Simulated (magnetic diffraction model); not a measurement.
# Li2FeAs4O12: the ordered moment from one line

Space group P-1 (no. 2), a = 5.1290 Å, b = 7.2190 Å, c = 7.6260 Å, α = 64.36°, β = 80.70°, γ = 69.69°.

| site | atom | x | y | z |
| --- | --- | --- | --- | --- |
| 2i | As | 0.5559 | 0.5906 | 0.2141 |
| 2i | As | 0.4449 | 0.1987 | 0.2025 |
| 1a | Fe | 0 | 0 | 0 |
| 2i | O | 0.2248 | 0.1303 | 0.3645 |
| 2i | O | 0.5337 | 0.3793 | 0.2220 |
| 2i | O | 0.2420 | 0.4633 | 0.6253 |
| 2i | O | 0.7269 | 0.2461 | 0.7791 |
| 2i | O | 0.3100 | 0.3036 | 0.9937 |
| 2i | O | 0.7156 | 0.0135 | 0.2068 |
| 2i | Li | 0.9746 | 0.7564 | 0.4413 |

This is a made-up structure (elements placed in a structure type, unrelaxed), so the numbers test the method and describe no known phase.

Only Fe is taken to order (form factors of Fe2+); orders and moment sizes are assumed, and not adapted to the symmetry. Radiation: neutrons of λ = 2.52 Å, 8° to 45°; isotropic B of 0.4 Å² (As), 0.43 Å² (Fe), 0.45 Å² (O) and 0.69 Å² (Li). The intensities are simulated: I ∝ L Σ (|F_N|² + |F_M⊥|²) for unpolarised neutrons, with F_M = 2.695 fm/μB × Σ f(s) S exp(2πi Q·r) exp(−B s²) at Q = H ± k (one set where k and −k are equivalent), only the part normal to Q counting and L = 1/(sin²θ cos θ). For collinear order S is the moment m, which repeats by lattice and centring translations R with the sign exp(−2πi k·R). Form factors are spin-only for 3d ions and dipole or tabulated for f ions, scattering lengths are Sears's of 1992, and absorption is left out. A label names one of the reflections at its angle. The strongest nuclear line in the range is 100, and lines under 0.2 are left out.

In a first state the assumed order is k = (0 0 0), collinear moments along [111], 3.87 μB on Fe, with this pattern:

| 2θ (°) | index | nuclear | magnetic |
| --- | --- | --- | --- |
| 21.12 | (0 0 1) | 53.7 | 7.9 |
| 23.51 | (0 1 0) | 0.2 | 6.6 |
| 24.41 | (0 1 1) | 0.1 | 2.7 |
| 30.37 | (1 0 0) | 67.8 | 4.0 |
| 32.20 | (1 1 0) | 5.0 | 2.5 |
| 32.60 | (1 1 1) | 3.1 | 0.7 |
| 37.05 | (1 0 1) | 0.0 | 2.0 |
| 37.54 | (1 0 -1) | 0.6 | 2.7 |
| 37.91 | (0 1 -1) | 9.5 | 2.6 |
| 39.66 | (0 1 2) | 6.9 | 1.1 |
| 43.01 | (0 0 2) | 38.3 | 1.5 |
| 43.76 | (0 2 1) | 27.8 | 1.0 |
| 43.89 | (1 2 1) | 100.0 | 0.3 |
| 44.30 | (1 1 -1) | 3.5 | 1.7 |
| 44.50 | (1 -1 0) | 34.2 | 1.8 |

**Question.** Nearer the ordering temperature the line at 21.12° has total intensity 55.7 on the same scale, and all moments have shrunk alike. How large is the Fe moment?

The nuclear part, 53.7, stays, so the magnetic part is 2.0 against 7.9. It goes as m², so m = 3.87 × √(2.0/7.9) = 1.95 μB; the value used was 1.94 μB.
